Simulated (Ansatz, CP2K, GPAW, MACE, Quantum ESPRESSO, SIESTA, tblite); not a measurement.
**Σ7 (111) twist boundary in a Pd-Ir solid solution (84 atoms) in SIESTA**

Aim: run Σ7 (111) twist boundary in a Pd-Ir solid solution (84 atoms) in SIESTA and see how near its forces come to a plane-wave reference, and at what cost.

Program: SIESTA 5.4.2. Level of theory: the method is named at each step. Results are calculated unless marked as measured.

In doubt: a PseudoDojo file used here is known to give poor structures and forces (steps 2, 3), which bears on pressures, cells, forces and phonons.

### 1. The structure

The cell holds 84 atoms: 44 Pd and 40 Ir. Its edges and angles: a = 7.232 Å, b = 7.232 Å, c = 27.381 Å, α = 90.0°, β = 90.0°, γ = 120.0°. Fcc Pd lattice (a = 3.8655 Å, the value set for the mixture); two grains turned against each other by 81.79 deg about [111]; 1 x 1 coincidence cells, 2 lattice periods a grain, two boundaries a cell, upper grain shifted by [0, 0] of the boundary cell and opened by 0.3 Å, one atom of each pair nearer than 2.05 Å removed; 40 of 84 Pd sites given to Ir at random (lattice constant by Vegard's rule between Pd and Ir); not relaxed, displaced by a Gaussian of 0.02 Å. Then every atom was moved at random, 0.03 Å r.m.s. a Cartesian component. Regions: lower grain, 42 atoms (22 Pd and 20 Ir); upper grain, 42 atoms (20 Ir and 22 Pd). The structure's axis is c.

The yardstick, on the same geometry:

* method: Kohn-Sham DFT, PBE, PAW, plane waves (Ansatz 0.2.0); cutoff 420 eV, Γ point, fermi-dirac smearing of 0.05 eV; PAW set soft_2
* r.m.s. force component: 0.6575 eV/Å
* longest force: 2.635 eV/Å
* pressure: 4.01 GPa
* SCF cycles: 10
* time: 29 s on 8 threads of Arm Neoverse V1, shared host
* CPU time: 3.7 min

### 2. PBE, DZP, shift 0.01 Ry, mesh 300 Ry

Method: Kohn-Sham DFT, PBE, PseudoDojo 0.4.1 norm-conserving pseudopotentials (converted to PSML), numerical atomic orbitals (DZP), diagonalisation.

The .psml files are PseudoDojo norm-conserving potentials that we converted to this format, checked against plane waves on the same files for H, C, O, Si, Ge and Ca alone.

The input, input.fdf:

```
SystemLabel cell
NumberOfAtoms 84
NumberOfSpecies 2
%block ChemicalSpeciesLabel
  1 46 Pd
  2 77 Ir
%endblock ChemicalSpeciesLabel
LatticeConstant 1.0 Ang
%block LatticeVectors
  7.23169 0.00000 0.00000
  -3.61584 6.26283 0.00000
  0.00000 0.00000 27.38097
%endblock LatticeVectors
PAO.BasisSize DZP
PAO.EnergyShift 0.01 Ry
XC.Functional GGA
XC.Authors PBE
MeshCutoff 300 Ry
%block kgrid_Monkhorst_Pack
  1 0 0 0.0
  0 1 0 0.0
  0 0 1 0.0
%endblock kgrid_Monkhorst_Pack
SolutionMethod diagon
OccupationFunction FD
ElectronicTemperature 580 K
SCF.Mixer.Method Pulay
SCF.Mixer.Weight 0.05
SCF.Mixer.History 8
SCF.Mix Hamiltonian
MaxSCFIterations 300
SCF.DM.Tolerance 1e-04
SCF.H.Tolerance 1.0e-3 eV
WriteForces T
Write.HirshfeldPop T
Write.VoronoiPop T
Write.DM F
Write.H F
XML.Write F
AtomicCoordinatesFormat Fractional
%block AtomicCoordinatesAndAtomicSpecies
  0.86243 0.28724 0.99943 1
  0.80590 0.05191 0.08183 2
  0.70803 0.56991 0.99768 1
  0.93883 0.75579 0.08185 1
  0.43920 0.15251 0.00141 1
  0.66104 0.32763 0.08258 2
  0.90400 0.52834 0.16287 2
  0.60632 0.08720 0.16530 1
  0.85415 0.28162 0.24509 2
  0.80828 0.03778 0.32520 2
  0.56692 0.85096 0.00269 2
  0.29200 0.42886 0.00134 2
  0.52580 0.62089 0.08213 2
  0.76830 0.80392 0.16529 1
  0.99904 0.00556 0.00002 2
  0.23352 0.19144 0.08227 1
  0.47800 0.37903 0.16281 2
  0.70323 0.56326 0.24367 1
  0.94569 0.76115 0.32667 1
  0.42308 0.13611 0.24511 1
  0.66875 0.33702 0.32463 2
  0.91453 0.52848 0.40647 2
  0.61265 0.08968 0.40544 2
  0.14881 0.71108 0.99915 1
  0.37850 0.90315 0.08327 1
  0.09757 0.48703 0.07928 1
  0.33284 0.66916 0.16547 1
  0.56594 0.85706 0.24462 2
  0.04777 0.23340 0.16305 2
  0.28427 0.42059 0.24456 2
  0.51498 0.60443 0.32551 1
  0.76973 0.81253 0.40849 1
  0.00109 0.00388 0.24323 2
  0.24360 0.19481 0.32414 1
  0.47333 0.38136 0.40889 2
  0.18851 0.95072 0.16298 2
  0.14066 0.70829 0.24518 1
  0.39547 0.91197 0.32679 1
  0.09098 0.47511 0.32668 1
  0.34154 0.66401 0.40758 1
  0.05734 0.23611 0.41164 1
  0.19261 0.95051 0.40671 2
  0.28064 0.85884 0.49953 2
  0.56810 0.71268 0.49928 1
  0.52358 0.91366 0.58098 1
  0.85888 0.57548 0.50248 1
  0.81361 0.77110 0.58257 2
  0.76363 0.96206 0.66286 1
  0.14572 0.44304 0.49989 2
  0.09572 0.62650 0.58114 2
  0.04702 0.80433 0.66464 2
  0.42619 0.28449 0.50103 1
  0.38239 0.47348 0.58064 2
  0.33064 0.67034 0.66232 1
  0.28311 0.86173 0.74421 1
  0.71069 0.15194 0.49786 2
[... 24 atom lines left out ...]
  0.00168 0.99733 0.74262 1
  0.22590 0.04608 0.82545 2
  0.18334 0.23258 0.90860 1
  0.47021 0.09344 0.90828 2
%endblock AtomicCoordinatesAndAtomicSpecies
```

On the command line:

```
$ OMP_NUM_THREADS=1 mpirun -np 4 siesta < input.fdf > output.txt
```

What it wrote:

```text
Version         : 5.4.2
reinit: System Name:
reinit: System Label: cell
initatom: Reading input for the pseudopotentials and atomic orbitals ----------
Species number:   1 Atomic number:   46 Label: Pd
Species number:   2 Atomic number:   77 Label: Ir
Ground state valence configuration (from tables):   5s01  5p00  4d09  4f00
Ground state valence configuration (from tables):   6s02  6p00  5d07  5f00
---- Processing specs for species: Pd
GGA--PBE XC_GGA_X_PBE--XC_GGA_C_PBE pb
Semicore shell(s) with  8 electrons included in the valence for Pd
---- Processing specs for species: Ir
GGA--PBE XC_GGA_X_PBE--XC_GGA_C_PBE pb
Semicore shell(s) with  8 electrons included in the valence for Ir
Semicore shell(s): 4s 4p
Fallback to non-perturbative polarization scheme for Pd
Please see the manual if this is not desired in principle
Semicore shell(s): 5s 5p
Fallback to non-perturbative polarization scheme for Ir
Please see the manual if this is not desired in principle
Pd pseudopotential only contains V_ls up to l=2 -- lmxkb reset.
Using PAO.SplitTailNorm
%block ChemicalSpeciesLabel
    1   46 Pd                      # Species index, atomic number, species label
    2   77 Ir                      # Species index, atomic number, species label
%endblock ChemicalSpeciesLabel
%block PAO.Basis                 # Define Basis set
Pd                    5                    # Species label, number of l-shells
 n=4   0   1                         # n, l, Nzeta
   2.568
   1.000
 n=5   0   2                         # n, l, Nzeta
   7.504      5.540
   1.000      1.000
 n=4   1   1                         # n, l, Nzeta
   2.914
   1.000
 n=5   1   1                         # n, l, Nzeta
   7.504
   1.000
 n=4   2   2                         # n, l, Nzeta
   4.908      3.224
   1.000      1.000
Ir                    5                    # Species label, number of l-shells
 n=5   0   1                         # n, l, Nzeta
[...]
n=6   0   2                         # n, l, Nzeta
   5.960      4.325
   1.000      1.000
 n=5   1   1                         # n, l, Nzeta
[...]
1.000
 n=6   1   1                         # n, l, Nzeta
   5.960
   1.000
 n=5   2   2                         # n, l, Nzeta
   4.830      3.273
   1.000      1.000
%endblock PAO.Basis
coor:   Atomic-coordinates input format  =     Fractional
siesta: System type = bulk
initatomlists: Number of atoms, orbitals, and projectors:     84  1596  2072
siesta: ******************** Simulation parameters ****************************
Total number of electrons:  1472.000000
Total ionic charge:  1472.000000
 Kpoints in:            1 . Kpoints trimmed:            1
siesta: k-grid: Number of k-points = 1
siesta: k-points from Monkhorst-Pack grid
siesta: k-cutoff (effective) =     3.616 Ang
siesta: k-point supercell and displacements
siesta: k-grid:     1     0     0      0.000
siesta: k-grid:     0     1     0      0.000
siesta: k-grid:     0     0     1      0.000
                     ====================================
                        Single-point calculation
                     ====================================
outcell: Unit cell vectors (Ang):
        7.231690    0.000000    0.000000
       -3.615840    6.262830    0.000000
        0.000000    0.000000   27.380970
outcell: Cell vector modules (Ang)   :    7.231690    7.231690   27.380970
outcell: Cell angles (23,13,12) (deg):     90.0000     90.0000    120.0000
outcell: Cell volume (Ang**3)        :   1240.1073
Gamma-point calculation with interaction between periodic images
Gamma-point calculation with interaction between periodic images
Some features might not work optimally:
Some features might not work optimally:
e.g. DM initialization from atomic data
e.g. DM initialization from atomic data
new_DM -- step:     1
Initializing Density Matrix...
Attempting to read DM from file... Failed...
DM filled with atomic data:
InitMesh: MESH = 72 x 72 x 288 = 1492992
InitMesh: Mesh cutoff (required, used) =   300.000   305.766 Ry
stepf: Fermi-Dirac step function
        iscf     Eharris(eV)        E_KS(eV)     FreeEng(eV)     dDmax    Ef(eV) dHmax(eV)
   scf:    1  -284802.227979  -286387.579781  -286388.225855  0.982574 -1.238194 65.511090
   scf:    2  -247715.047021  -274789.728161  -274790.307491  1.325439 -1.755215410.542094
   scf:    3  -285244.062401  -286953.481097  -286954.159031  1.262227 -1.770880 55.570167
   scf:    4  -286283.904471  -286903.040369  -286903.759757  0.687293 -1.958994 77.899301
   scf:    5  -286777.647647  -287131.960418  -287132.685814  0.393741 -2.045729 55.163346
   scf:    6  -287157.272619  -287340.286574  -287341.070234  0.512046 -2.296197 34.158686
   scf:    7  -287422.427916  -287415.293359  -287416.170108  0.153748 -2.463429  8.346579
[...]
scf:   44  -287452.794631  -287452.794632  -287453.799143  0.000014 -3.390790  0.001498
   scf:   45  -287452.794585  -287452.794609  -287453.799143  0.000033 -3.390797  0.003627
   scf:   46  -287452.794612  -287452.794611  -287453.799144  0.000024 -3.390832  0.000753
SCF Convergence by DM+H criterion
max |DM_out - DM_in|         :     0.0000235400
max |H_out - H_in|      (eV) :     0.0007531486
SCF cycle converged after 46 iterations
Using DM_out to compute the final energy and forces
siesta: E_KS(eV) =          -287452.7946
siesta: E_KS - E_eggbox =   -287452.7946
siesta: Atomic forces (eV/Ang):
     1   -0.283848   -0.617723   -1.237988
     2    0.321831   -0.045476    0.118688
     3    1.070559    0.862234   -0.628811
     4    0.603349    0.644732   -0.560961
     5   -0.696063   -0.860933   -1.028329
     6    0.363775    0.541574    0.539749
[...]
82    2.204284    0.123623   -0.591152
    83    0.311984    1.180093    1.647274
    84    0.923975    0.850555    0.063669
----------------------------------------
   Tot    0.034252   -0.009294   -0.013064
----------------------------------------
   Max    2.483145
   Res    0.724401    sqrt( Sum f_i^2 / 3N )
----------------------------------------
   Max    2.483145    constrained
Stress tensor Voigt[x,y,z,yz,xz,xy] (kbar):      -11.65      -12.31      -79.08       -5.07        2.49       -2.22
(Free)E + p*V (eV/cell)  -287427.2132
Target enthalpy (eV/cell)  -287453.7991
siesta: Program's energy decomposition (eV):
siesta: Ebs     =    -47826.277197
siesta: Eions   =    385024.726659
siesta: Ena     =     47217.103212
siesta: Ekin    =     89212.529619
siesta: Enl     =      7902.575367
siesta: DEna    =      2249.266942
siesta: DUscf   =        70.037190
siesta: Ex      =    -46153.997533
siesta: Ec      =     -2925.582749
siesta: Exc     =    -49079.580282
siesta: Eharris =   -287452.794612
siesta: Etot    =   -287452.794611
siesta: FreeEng =   -287453.799144
siesta: Final energy (eV):
siesta:  Band Struct. =  -47826.277197
siesta:       Kinetic =   89212.529619
siesta:       Hartree =   48950.097124
siesta:         Exch. =  -46153.997533
siesta:         Corr. =   -2925.582749
siesta:   Exch.-corr. =  -49079.580282
siesta:  Ion-electron = -197071.607873
siesta:       Ion-ion = -179464.233200
siesta:         Total = -287452.794611
siesta:         Fermi =      -3.390832
siesta: Stress tensor (static) (eV/Ang**3):
siesta:    -0.007270   -0.001386    0.001555
siesta:    -0.001386   -0.007686   -0.003162
siesta:     0.001554   -0.003162   -0.049359
siesta: Cell volume =       1240.107270 Ang**3
siesta: Pressure (static):
siesta:                Solid            Molecule  Units
siesta:           0.00023349         -0.00007495  Ry/Bohr**3
siesta:           0.02143846         -0.00688134  eV/Ang**3
siesta:          34.34820151        -11.02511900  kBar
    Orbital volume contribution        =          62.780150 eV
    (Free)E + p_basis*V_orbitals       =     -287391.018993 eV
    (Free)Eharris+ p_basis*V_orbitals  =     -287391.018994 eV
Hirshfeld Atomic Populations:
Atom #   charge [q] valence [e]  Species
     1    -0.212911   18.212911  Pd
     2     0.201202   16.798798  Ir
     3    -0.205150   18.205150  Pd
     4    -0.183682   18.183682  Pd
     5    -0.181558   18.181558  Pd
     6     0.223372   16.776628  Ir
     7     0.195971   16.804029  Ir
     8    -0.217560   18.217560  Pd
     9     0.158629   16.841371  Ir
    10     0.211052   16.788948  Ir
    11     0.164128   16.835872  Ir
[...]
14    -0.222778   18.222778  Pd
[...]
--------------------
 Total    -0.000002
Voronoi Atomic Populations:
Atom #   charge [q] valence [e]  Species
[...]
79    -0.202782   18.202782  Pd
    80     0.202298   16.797702  Ir
    81    -0.164120   18.164120  Pd
    82     0.233384   16.766616  Ir
    83    -0.302050   18.302050  Pd
    84     0.191670   16.808330  Ir
--------------------
 Total    -0.000004
```

Wall time 3.5 min (4 MPI ranks of Arm Neoverse V1, shared host); peak memory 1.8 GiB.

Banners, paths, timers and routine set-up lines are dropped from the logs unmarked, and long logs keep their key lines alone; longer cuts are marked.

Numbers from this run, and their distance from the reference:

- r.m.s. force component: 0.7244 eV/Å
- r.m.s. difference of force components: 134.2 meV/Å
- longest difference of force vectors: 575.5 meV/Å
- force difference over r.m.s. force: 20.42 %
- slope of forces against the reference's: 1.086
- correlation of force components: 0.9858
- pressure: 3.435 GPa
- pressure difference: -0.5751 GPa

Length of the force difference by element (eV/Å):

| element | atoms | mean | most |
| --- | --- | --- | --- |
| Ir | 40 | 0.27 | 0.58 |
| Pd | 44 | 0.16 | 0.26 |

Local excerpt of 12 atoms (numbers count through the whole input) about Pd41, which has 11 bonded neighbours where the commonest count for Pd is 12; x, y, z are measured from there.

| atom | x | y | z | distance (Å) | bonds | Hirshfeld charge (e) | Fx | Fy | Fz (eV/Å) |
| --- | --- | --- | --- | --- | --- | --- | --- | --- | --- |
| Pd41 | 0.00 | 0.00 | 0.00 | 0.00 | 11 | -0.20 | -0.83 | 0.06 | 0.26 |
| Ir35 | 2.48 | 0.91 | -0.08 | 2.65 | 10 | 0.20 | 1.29 | -0.57 | 0.05 |
| Ir42 | 2.01 | -1.79 | -0.13 | 2.69 | 11 | 0.21 | 0.60 | -0.16 | 1.31 |
| Pd32 | -0.55 | -2.65 | -0.09 | 2.71 | 11 | -0.17 | -0.39 | -0.29 | 1.17 |
| Pd40 | 0.51 | 2.68 | -0.11 | 2.73 | 12 | -0.18 | -0.68 | 0.12 | 1.55 |
| Ir49 | -0.11 | 1.30 | 2.42 | 2.74 | 11 | 0.20 | -0.33 | -0.68 | -0.49 |
| Ir22 | -2.09 | 1.83 | -0.14 | 2.78 | 10 | 0.19 | -0.44 | -0.52 | 0.94 |
| Pd39 | -0.62 | 1.50 | -2.33 | 2.84 | 12 | -0.16 | 0.09 | -0.12 | -0.09 |
| Pd34 | 1.50 | -0.26 | -2.40 | 2.84 | 12 | -0.17 | -0.54 | -0.94 | 1.10 |
| Ir23 | -2.69 | -0.92 | -0.17 | 2.84 | 10 | 0.17 | 0.55 | 1.43 | 1.16 |
| Pd66 | 0.47 | -1.48 | 2.40 | 2.86 | 12 | -0.18 | -1.14 | 0.30 | -1.05 |
| Ir10 | -1.08 | -1.24 | -2.37 | 2.88 | 12 | 0.21 | -0.36 | 1.28 | -0.35 |

Forces lie 20 % from the reference's, at 3.8 times its CPU time (on 4 against 8 cores).

### 3. PBE, SZ, shift 0.01 Ry, mesh 300 Ry

Method: Kohn-Sham DFT, PBE, PseudoDojo 0.4.1 norm-conserving pseudopotentials (converted to PSML), numerical atomic orbitals (SZ), diagonalisation.

Edit input.fdf of step 2 so:

```diff
@@ -13,3 +13,3 @@
 %endblock LatticeVectors
-PAO.BasisSize DZP
+PAO.BasisSize SZ
 PAO.EnergyShift 0.01 Ry
```

On the command line:

```
$ OMP_NUM_THREADS=1 siesta < input.fdf > output.txt
```

What it wrote:

```text
Version         : 5.4.2
reinit: System Name:
reinit: System Label: cell
initatom: Reading input for the pseudopotentials and atomic orbitals ----------
Species number:   1 Atomic number:   46 Label: Pd
Species number:   2 Atomic number:   77 Label: Ir
Ground state valence configuration (from tables):   5s01  5p00  4d09  4f00
[... lines left out ...]
        iscf     Eharris(eV)        E_KS(eV)     FreeEng(eV)     dDmax    Ef(eV) dHmax(eV)
[... lines left out ...]
SCF Convergence by DM+H criterion
[... lines left out ...]
SCF cycle converged after 38 iterations
[... lines left out ...]
   Max    2.832018
[... lines left out ...]
   Max    2.832018    constrained
Stress tensor Voigt[x,y,z,yz,xz,xy] (kbar):       -7.77      -16.02      -73.84       -5.75        5.78       -9.71
[... lines left out ...]
siesta: FreeEng =   -287088.545878
[... lines left out ...]
siesta:         Fermi =      -0.831474
[... lines left out ...]
siesta:           0.00022124         -0.00013236  Ry/Bohr**3
siesta:           0.02031330         -0.01215254  eV/Ang**3
siesta:          32.54549605        -19.47051052  kBar
    Orbital volume contribution        =          31.272776 eV
    (Free)E + p_basis*V_orbitals       =     -287057.273102 eV
    (Free)Eharris+ p_basis*V_orbitals  =     -287057.273093 eV
Hirshfeld Atomic Populations:
Atom #   charge [q] valence [e]  Species
     1    -0.245201   18.245201  Pd
     2     0.239547   16.760453  Ir
     3    -0.244592   18.244592  Pd
     4    -0.216911   18.216911  Pd
[...]
6     0.258483   16.741517  Ir
     7     0.223863   16.776137  Ir
[...]
--------------------
 Total    -0.000048
Voronoi Atomic Populations:
Atom #   charge [q] valence [e]  Species
[...]
81    -0.203799   18.203799  Pd
    82     0.271276   16.728724  Ir
    83    -0.352231   18.352231  Pd
    84     0.243242   16.756758  Ir
--------------------
 Total    -0.000050
```

It took 3.3 min on 1 thread; peak memory 0.68 GiB.

Numbers from this run, and their distance from the reference:

| Item | Value |
| --- | --- |
| r.m.s. force component | 0.8971 eV/Å |
| r.m.s. difference of force components | 426.1 meV/Å |
| longest difference of force vectors | 1388 meV/Å |
| force difference over r.m.s. force | 64.8 % |
| slope of forces against the reference's | 1.221 |
| correlation of force components | 0.8948 |
| pressure | 3.255 GPa |
| pressure difference | -0.7554 GPa |

This is a coarse setting, run to see what it loses.

Against the first run (20 %), the force difference from the reference is 65 %, at 0.23 times the CPU time (on 1 against 4 cores), with 840 basis functions against 1596: the smaller basis costs accuracy.

(Part 1 of 2 ends here.)

[Also dropped from logs without a mark: logging warnings of Python, and SIESTA's first energy breakdown and zero terms.]

[Logs are printed without paths, hosts, clocks, repeated set-up lines and the standing remarks that a program may print on its own settings, such as how far it seeks lower states.]

[Hosts, paths, dates, database ids (printed as entryN), source tags and the programs' standing remarks are cut or masked in the printed files.]
